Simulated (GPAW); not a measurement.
# Work function of H/Mo(110) at several levels

Wanted: work functions and dipole of H/Mo(110), with the cost of each level.

Method: GPAW, PAW setups; slab in vacuum, relaxation, in the first sound run; inputs show where later runs differ, in GPAW 26.7.0.

## Step 1: The starting structure

The cell holds 5 atoms: 4 Mo and 1 H. Its edges and angles: a = 2.728 Å, b = 2.728 Å, c = 21.932 Å, α = 90.0°, β = 90.0°, γ = 70.5°. Vacuum lies along c.

Structure file:

```cif
data_structure
_symmetry_space_group_name_H-M 'P 1'
_symmetry_Int_Tables_number 1
_cell_length_a 2.7280
_cell_length_b 2.7280
_cell_length_c 21.9320
_cell_angle_alpha 90.000
_cell_angle_beta 90.000
_cell_angle_gamma 70.529
_cell_volume 153.88
loop_
_atom_site_label
_atom_site_type_symbol
_atom_site_fract_x
_atom_site_fract_y
_atom_site_fract_z
_atom_site_occupancy
Mo1 Mo 0.00000 0.00000 0.31917 1
Mo2 Mo 0.50000 0.50000 0.42073 1
Mo3 Mo 0.00000 0.00000 0.52229 1
Mo4 Mo 0.50000 0.50000 0.62385 1
H5 H 0.00000 0.50000 0.68083 1
```

## Step 2: Relaxation

Forces are removed first; all later runs use this geometry. The lowest 2 atoms are held at bulk positions and keep their forces.

Contents of run.py:

```python
import json
import numpy as np
from ase import Atoms
from ase.constraints import FixAtoms
from ase.optimize import BFGS
from gpaw import GPAW, PW

slab = Atoms(
    ['Mo', 'Mo', 'Mo', 'Mo', 'H'],
    positions=[
        [0.00000, 0.00000, 7.00000],
        [2.22739, -0.00000, 9.22739],
        [0.00000, 0.00000, 11.45477],
        [2.22739, -0.00000, 13.68216],
        [1.11369, 0.78750, 14.93197]],
    cell=[[2.22739, -1.575, 0.0], [2.22739, 1.575, 0.0], [0.0, 0.0, 21.93197]],
    pbc=[True, True, False])

slab.calc = GPAW(mode=PW(500), xc='PBE', kpts={'size': (12, 12, 1), 'gamma': True},
                 occupations={'name': 'fermi-dirac', 'width': 0.1}, nbands='160%',
                 convergence={'density': 1e-05}, maxiter=200,
                 poissonsolver={'dipolelayer': 'xy'},
                 symmetry={'tolerance': 1e-3, 'extra_ids': [1, 1, 0, 0, 0]}, txt='slab.txt')
result = {}
slab.set_constraint(FixAtoms([0, 1]))
path = []
opt = BFGS(slab, maxstep=0.2)
opt.attach(lambda: path.append((slab.get_potential_energy(), slab.positions.tolist(), slab.get_forces().tolist())))
result['relaxed'] = bool(opt.run(fmax=0.03, steps=40))
result['path'] = path
energy = slab.get_potential_energy()
fermi = slab.calc.get_fermi_level()
v = slab.calc.get_electrostatic_potential().mean((0, 1)) - fermi
n = slab.calc.get_pseudo_density().mean((0, 1))
L = slab.cell[2, 2]
z = np.arange(len(v)) * L / len(v)
low, high = slab.positions[:, 2].min(), slab.positions[:, 2].max()
below, above = np.interp([low - 4.8, high + 4.8], z, v)
slopes = [np.interp(x, z, np.gradient(v, z)) for x in (low - 4.8, high + 4.8)]
eps = np.array([[slab.calc.get_eigenvalues(k, s) for k in range(len(slab.calc.get_ibz_k_points()))]
                for s in range(slab.calc.get_number_of_spins())]) - fermi
top, bottom = eps[eps < 0].max(), eps[eps > 0].min()
dipole = slab.get_dipole_moment()[2]
print(f'energy {energy:.4f} eV, Fermi level {fermi:.4f} eV, dipole {dipole:.5f} e A')
print(f'potential 4.8 A off the faces, from the Fermi level: lower {below:.4f} eV, upper {above:.4f} eV')
print(f'slope of the potential there: lower {slopes[0]:.5f}, upper {slopes[1]:.5f} eV/A')
print(f'nearest levels on the mesh: {top:.4f} and {bottom:.4f} eV')
print('magnetic moment', round(slab.get_magnetic_moment(), 3))
result.update(energy=energy, fermi=fermi, dipole=dipole, below=below, above=above, slopes=slopes, edges=[top, bottom],
              z=z.tolist(), v=v.tolist(), n=n.tolist(), positions=slab.positions.tolist(),
              forces=slab.get_forces(apply_constraint=False).tolist(), moments=slab.get_magnetic_moments().tolist())
json.dump(result, open('result.json', 'w'))
```

On the command line:

```console
OMP_NUM_THREADS=1 OPENBLAS_NUM_THREADS=1 python run.py
```

Log:

```text
Step          Energy          fmax
BFGS:    0      -46.551357        0.581962
BFGS:    1      -46.558155        0.401739
BFGS:    2      -46.564594        0.060072
BFGS:    3      -46.564689        0.052850
BFGS:    4      -46.564989        0.019197
energy -46.5143 eV, Fermi level 2.7618 eV, dipole -0.02136 e A
potential 4.8 A off the faces, from the Fermi level: lower 4.6244 eV, upper 5.1756 eV
slope of the potential there: lower -0.00178, upper 0.00010 eV/A
nearest levels on the mesh: -0.0026 and 0.0036 eV
magnetic moment 0.0
```

Wall time 24 min (1 thread of Arm Neoverse V1, shared host); peak memory 0.45 GiB.

Step by step:

```tsv
step	energy less that of the first step (eV)	largest force (eV/Å)
1	0.0000	0.5820
2	-0.0068	0.4017
3	-0.0132	0.0601
4	-0.0133	0.0529
5	-0.0136	0.0192
```

The atoms that moved most (Å):

```tsv
atom	dx	dy	dz	length
Mo4	0.000	0.000	-0.027	0.027
H5	0.000	0.000	0.026	0.026
Mo3	0.000	0.000	0.007	0.007
```

The relaxed structure:

```xyz
5
Lattice="2.2274 -1.5750 0.0000 2.2274 1.5750 0.0000 0.0000 0.0000 21.9320" Properties=species:S:1:pos:R:3
Mo    0.0000    0.0000    7.0000
Mo    2.2274    0.0000    9.2274
Mo    0.0000    0.0000   11.4620
Mo    2.2274    0.0000   13.6553
H     1.1137    0.7875   14.9579
```

Numbers from this step:

* dipole along the normal: -0.02136 e·Å
* levels nearest the Fermi level on the mesh: -0.002649, 0.003569 eV from the Fermi level
* upper work function: 5.176 eV
* lower work function: 4.624 eV

The electrostatic potential energy of an electron (without an applied field's), less the Fermi level, planar mean oscillates, so the rows of the table below give means over windows of 1 Å about each position, cut where the curve ends. Its maxima inside the range that stand out by 2 % of the span (Å: eV): 8.1: -2.10, 10.3: -2.18, 12.5: -2.36. Its minima: 7.0: -28.0, 9.2: -28.6, 11.4: -28.4, 13.6: -28.2.

Table of electrostatic potential energy of an electron (without an applied field's), less the Fermi level, planar mean by z; means over each step:

```tsv
z (Å)	electrostatic potential energy of an electron (without an applied field's), less the Fermi level, planar mean (eV)
0	4.73
1	4.63
2	4.62
3	4.62
4	4.56
5	3.92
6	-2.58
7	-22.4
8	-5.04
9	-20.9
10	-8.29
11	-15.8
12	-13.8
13	-10.8
14	-18.4
15	-0.00978
16	4.71
17	5.15
18	5.17
19	5.18
20	5.18
21	5.18
```

Pseudo valence density, planar mean against z:

```tsv
z (Å)	pseudo valence density, planar mean (e/Å³)
3.0	1.5e-4
3.5	5.0e-4
4.0	0.00165
4.5	0.00548
5.0	0.0176
5.5	0.0536
6.0	0.184
6.5	0.771
7.0	1.94
7.5	0.760
8.0	0.336
8.5	0.467
9.0	1.53
9.5	1.41
10.0	0.431
10.5	0.341
11.0	0.864
11.5	1.95
12.0	0.719
12.5	0.346
13.0	0.536
13.5	1.76
14.0	1.19
14.5	0.364
15.0	0.230
15.5	0.0737
16.0	0.0172
16.5	0.00369
17.0	7.8e-4
17.5	1.7e-4
```

The relaxation lowered the energy of the cell by 0.0136 eV (energies extrapolated to zero smearing; the optimiser's log prints free energies). The largest force left on a free atom is 0.019 eV/Å.

## Step 3: Plane waves, PBE

The work function is the vacuum plateau of the electrostatic potential less the Fermi level; a dipole layer lets the two faces have plateaus of their own.

This step: GPAW, PAW setups; slab in vacuum (GPAW 26.7.0).

run.py, as its differences from that of step 2:

```diff
@@ -3,4 +3,2 @@
 from ase import Atoms
-from ase.constraints import FixAtoms
-from ase.optimize import BFGS
 from gpaw import GPAW, PW
@@ -12,5 +10,5 @@
         [2.22739, -0.00000, 9.22739],
-        [0.00000, 0.00000, 11.45477],
-        [2.22739, -0.00000, 13.68216],
-        [1.11369, 0.78750, 14.93197]],
+        [0.00000, 0.00000, 11.46195],
+        [2.22739, -0.00000, 13.65528],
+        [1.11369, 0.78750, 14.95790]],
     cell=[[2.22739, -1.575, 0.0], [2.22739, 1.575, 0.0], [0.0, 0.0, 21.93197]],
@@ -22,10 +20,4 @@
                  poissonsolver={'dipolelayer': 'xy'},
-                 symmetry={'tolerance': 1e-3, 'extra_ids': [1, 1, 0, 0, 0]}, txt='slab.txt')
+                 symmetry={'tolerance': 1e-3}, txt='slab.txt')
 result = {}
-slab.set_constraint(FixAtoms([0, 1]))
-path = []
-opt = BFGS(slab, maxstep=0.2)
-opt.attach(lambda: path.append((slab.get_potential_energy(), slab.positions.tolist(), slab.get_forces().tolist())))
-result['relaxed'] = bool(opt.run(fmax=0.03, steps=40))
-result['path'] = path
 energy = slab.get_potential_energy()
```

Log:

```text
energy -46.5143 eV, Fermi level 2.7618 eV, dipole -0.02137 e A
potential 4.8 A off the faces, from the Fermi level: lower 4.6246 eV, upper 5.1755 eV
slope of the potential there: lower -0.00178, upper 0.00009 eV/A
nearest levels on the mesh: -0.0027 and 0.0036 eV
magnetic moment 0.0
```

The job ended after 7.2 min (1 thread; peak memory 0.44 GiB).

This step gave:

| Quantity | Value |
| --- | --- |
| dipole along the normal | -0.02137 e·Å |
| levels nearest the Fermi level on the mesh | -0.002659, 0.003567 eV from the Fermi level |
| upper work function | 5.175 eV |
| lower work function | 4.625 eV |

The electrostatic potential energy of an electron (without an applied field's), less the Fermi level, planar mean by z:

z (Å), electrostatic potential energy of an electron (without an applied field's), less the Fermi level, planar mean (eV) and a bar from the least value:
```
      0.0        4.9 ##############################
      0.5        4.6 ##############################
      1.0        4.6 ##############################
      1.5        4.6 ##############################
      2.0        4.6 ##############################
      2.5        4.6 ##############################
      3.0        4.6 ##############################
      3.5        4.6 #############################
      4.0        4.6 #############################
      4.5        4.5 #############################
      5.0        4.1 #############################
      5.5        2.8 ############################
      6.0       -1.2 ########################
      6.5      -13.5 #############
      7.0      -28.0 
      7.5      -13.6 #############
      8.0       -2.5 #######################
      8.5       -6.7 ###################
      9.0      -24.4 ####
      9.5      -22.8 #####
     10.0       -5.7 ####################
     10.5       -2.9 #######################
     11.0      -15.3 ############
     11.5      -28.3 
     12.0      -12.4 ##############
     12.5       -2.5 #######################
     13.0       -8.5 ##################
     13.5      -26.2 ##
     14.0      -19.9 ########
     14.5       -4.2 ######################
     15.0       -0.5 #########################
     15.5        3.7 #############################
     16.0        4.9 ##############################
     16.5        5.1 ##############################
     17.0        5.2 ##############################
     17.5        5.2 ##############################
     18.0        5.2 ##############################
     18.5        5.2 ##############################
     19.0        5.2 ##############################
     19.5        5.2 ##############################
     20.0        5.2 ##############################
     20.5        5.2 ##############################
     21.0        5.2 ##############################
     21.5        5.2 ##############################
```

The pseudo valence density, planar mean oscillates, so the rows of the table below give means over windows of 2.19 Å about each position, cut where the curve ends. Its maxima inside the range that stand out by 2 % of the span (Å: e/Å³): 6.9: 1.98, 9.1: 1.91, 11.5: 1.96, 13.7: 1.97. Its minima: 8.0: 0.325, 10.4: 0.319, 12.6: 0.338.

The pseudo valence density, planar mean by z; means over each step:

```tsv
z (Å)	pseudo valence density, planar mean (e/Å³)
1.09	3.9e-6
3.29	7.9e-4
5.48	0.153
7.67	0.897
9.86	0.894
12.05	0.910
14.24	0.835
16.43	0.0190
18.62	2.5e-5
```

Force by atom:

```tsv
atom	x (eV/Å)	y (eV/Å)	z (eV/Å)	size
Mo1	0.000	0.000	0.520	0.520
Mo2	0.000	0.000	-0.567	0.567
Mo3	0.000	0.000	0.014	0.014
Mo4	0.000	0.000	0.019	0.019
H5	0.000	0.000	0.014	0.014
```

The potential is flat to 0.002 eV/Å where it is read, so the vacuum is wide enough.

## Step 4: OptPBE vdW: xc = "optPBE-vdW"

The same geometry under optPBE-vdW, to see how far the functional moves the levels against the vacuum (the van der Waals functionals take revPBE setups).

run.py, as its differences from that of step 3:

```diff
@@ -16,3 +16,3 @@
 
-slab.calc = GPAW(mode=PW(500), xc='PBE', kpts={'size': (12, 12, 1), 'gamma': True},
+slab.calc = GPAW(mode=PW(500), xc='optPBE-vdW', kpts={'size': (12, 12, 1), 'gamma': True},
                  occupations={'name': 'fermi-dirac', 'width': 0.1}, nbands='160%',
```

Log:

```text
energy -100.3336 eV, Fermi level 2.6483 eV, dipole -0.02277 e A
potential 4.8 A off the faces, from the Fermi level: lower 4.8003 eV, upper 5.3877 eV
slope of the potential there: lower -0.00285, upper 0.00009 eV/A
nearest levels on the mesh: -0.0069 and 0.0144 eV
magnetic moment 0.0
```

Elapsed: 8 min, on 1 thread; peak memory 0.58 GiB.

This step gave:

| Item | Value |
| --- | --- |
| dipole along the normal | -0.02277 e·Å |
| levels nearest the Fermi level on the mesh | -0.006890, 0.01441 eV from the Fermi level |
| upper work function | 5.388 eV |
| lower work function | 4.800 eV |

The electrostatic potential energy of an electron (without an applied field's), less the Fermi level, planar mean oscillates, so the rows of the table below give means over windows of 1 Å about each position, cut where the curve ends. Its maxima inside the range that stand out by 2 % of the span (Å: eV): 8.1: -2.17, 10.3: -2.24, 12.5: -2.43. Its minima: 7.0: -27.9, 9.2: -28.5, 11.4: -28.3, 13.6: -28.1.

Electrostatic potential energy of an electron (without an applied field's), less the Fermi level, planar mean against z; means over each step:

```tsv
z (Å)	electrostatic potential energy of an electron (without an applied field's), less the Fermi level, planar mean (eV)
0	4.91
1	4.80
2	4.80
3	4.79
4	4.72
5	4.02
6	-2.53
7	-22.3
8	-5.08
9	-20.8
10	-8.30
11	-15.8
12	-13.8
13	-10.8
14	-18.4
15	0.0703
16	4.88
17	5.36
18	5.39
19	5.39
20	5.39
21	5.39
```

The pseudo valence density, planar mean by z:

z (Å), pseudo valence density, planar mean (e/Å³) and a bar:
```
      2.5       0.00 
      3.0       0.00 
      3.5       0.00 
      4.0       0.00 
      4.5       0.01 
      5.0       0.02 
      5.5       0.05 #
      6.0       0.18 ###
      6.5       0.77 ############
      7.0       1.94 ##############################
      7.5       0.76 ############
      8.0       0.33 #####
      8.5       0.47 #######
      9.0       1.53 ########################
      9.5       1.41 ######################
     10.0       0.43 #######
     10.5       0.34 #####
     11.0       0.86 #############
     11.5       1.96 ##############################
     12.0       0.72 ###########
     12.5       0.34 #####
     13.0       0.53 ########
     13.5       1.76 ###########################
     14.0       1.19 ##################
     14.5       0.36 ######
     15.0       0.23 ####
     15.5       0.07 #
     16.0       0.02 
     16.5       0.00 
     17.0       0.00 
     17.5       0.00 
     18.0       0.00
```

Force by atom:

```tsv
atom	x (eV/Å)	y (eV/Å)	z (eV/Å)	size
Mo1	0.000	0.000	0.269	0.269
Mo2	0.000	0.000	-0.552	0.552
Mo3	0.000	0.000	0.013	0.013
Mo4	0.000	0.000	0.141	0.141
H5	0.000	0.000	0.128	0.128
```

The upper face's work function is 5.388 eV, against 5.175 eV in the first plane-wave PBE run at this geometry.

## Step 5: Self-consistent run: xc = "revPBE"

The same geometry under revPBE, to see how far the functional moves the levels against the vacuum.

run.py, as its differences from that of step 4:

```diff
@@ -16,3 +16,3 @@
 
-slab.calc = GPAW(mode=PW(500), xc='optPBE-vdW', kpts={'size': (12, 12, 1), 'gamma': True},
+slab.calc = GPAW(mode=PW(500), xc='revPBE', kpts={'size': (12, 12, 1), 'gamma': True},
                  occupations={'name': 'fermi-dirac', 'width': 0.1}, nbands='160%',
```

Log:

```text
energy -44.7005 eV, Fermi level 2.8427 eV, dipole -0.02278 e A
potential 4.8 A off the faces, from the Fermi level: lower 4.4973 eV, upper 5.0847 eV
slope of the potential there: lower -0.00191, upper 0.00008 eV/A
nearest levels on the mesh: -0.0021 and 0.0037 eV
magnetic moment 0.0
```

Run time: 7.6 min. Hardware: 1 thread; peak memory 0.44 GiB.

This step gave:

```yaml
dipole_along_the_normal: -0.02278 e·Å
levels_nearest_the_fermi_level_on_the_mesh: -0.002051, 0.003693 eV from the Fermi level
upper_work_function: 5.085 eV
lower_work_function: 4.497 eV
```

The upper face's work function is 5.085 eV, against 5.175 eV in the first plane-wave PBE run at this geometry.

## Step 6: Self-consistent run: xc = "LDA"

The same geometry under LDA, to see how far the functional moves the levels against the vacuum.

run.py, as its differences from that of step 5:

```diff
@@ -16,3 +16,3 @@
 
-slab.calc = GPAW(mode=PW(500), xc='revPBE', kpts={'size': (12, 12, 1), 'gamma': True},
+slab.calc = GPAW(mode=PW(500), xc='LDA', kpts={'size': (12, 12, 1), 'gamma': True},
                  occupations={'name': 'fermi-dirac', 'width': 0.1}, nbands='160%',
```

Log:

```text
energy -51.3205 eV, Fermi level 2.5073 eV, dipole -0.01824 e A
potential 4.8 A off the faces, from the Fermi level: lower 4.9197 eV, upper 5.3898 eV
slope of the potential there: lower -0.00148, upper 0.00010 eV/A
nearest levels on the mesh: -0.0013 and 0.0170 eV
magnetic moment 0.0
```

Wall time 7.6 min (1 thread); peak memory 0.44 GiB.

Numbers from this step:

- dipole along the normal: -0.01824 e·Å
- levels nearest the Fermi level on the mesh: -0.001273, 0.01696 eV from the Fermi level
- upper work function: 5.390 eV
- lower work function: 4.920 eV

The electrostatic potential energy of an electron (without an applied field's), less the Fermi level, planar mean oscillates, so the rows of the table below give means over windows of 1 Å about each position, cut where the curve ends. Its maxima inside the range that stand out by 2 % of the span (Å: eV): 8.1: -1.80, 10.3: -1.88, 12.5: -2.06. Its minima: 7.0: -27.8, 9.2: -28.4, 11.4: -28.2, 13.6: -28.0.

Electrostatic potential energy of an electron (without an applied field's), less the Fermi level, planar mean against z; means over each step:

```tsv
z (Å)	electrostatic potential energy of an electron (without an applied field's), less the Fermi level, planar mean (eV)
0	5.01
1	4.92
2	4.92
3	4.92
4	4.86
5	4.22
6	-2.29
7	-22.1
8	-4.74
9	-20.7
10	-8.01
11	-15.5
12	-13.5
13	-10.5
14	-18.2
15	0.165
16	4.91
17	5.37
18	5.39
19	5.39
20	5.39
21	5.39
```

The upper face's work function is 5.390 eV, against 5.175 eV in the first plane-wave PBE run at this geometry.

(Continued in part 2 of 2.)

[Logs are printed without paths, hosts, clocks, repeated set-up lines and the standing remarks that a program may print on its own settings, such as how far it seeks lower states.]

[Hosts, paths, dates, database ids (printed as entryN), source tags and the programs' standing remarks are cut or masked in the printed files.]
